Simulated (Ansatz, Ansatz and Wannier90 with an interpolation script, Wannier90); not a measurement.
Rows from a G0W0 calculation on BiOBr (P4/nmm) (Ansatz 0.2.0; G0W0 on LDA, plane waves, PAW; 4×4×2 mesh, 516 empty bands, screening to 150 eV), in eV. Spin-orbit coupling is left out.

The database entry behind the starting cell differs from later determinations by our own check (0.1 to 0.3 % short, probably kX units), so it need not match the best structure at ambient conditions.

| row | Σx | Σc | Vxc | Z |
| --- | --- | --- | --- | --- |
| A | -9.47 | -3.90 | -14.00 | 0.81 |
| B | -19.78 | 2.12 | -16.95 | 0.76 |
| C | -9.79 | -3.62 | -13.92 | 0.81 |
| D | -20.00 | 2.55 | -16.73 | 0.75 |
| E | -21.09 | 2.36 | -18.20 | 0.75 |
| F | -10.96 | -3.83 | -15.44 | 0.79 |

Which rows are filled states and which are empty ones, and how can one tell?

Filled: B, D and E. Empty: A, C and F. The sign of Σc tells: for a filled state bare exchange, which holds its interaction with itself, lies below Vxc (Σx − Vxc is -2.8 eV or lower here) and screening gives part back as a positive Σc. For an empty state Σx lies above Vxc (+4.1 eV or more) and the Coulomb hole leaves Σc negative.

[Runs of the session that timed out or met a known fault of the program may be left out.]

[Hosts, paths, dates, database ids (printed as entryN), source tags and the programs' standing remarks are cut or masked in the printed files.]
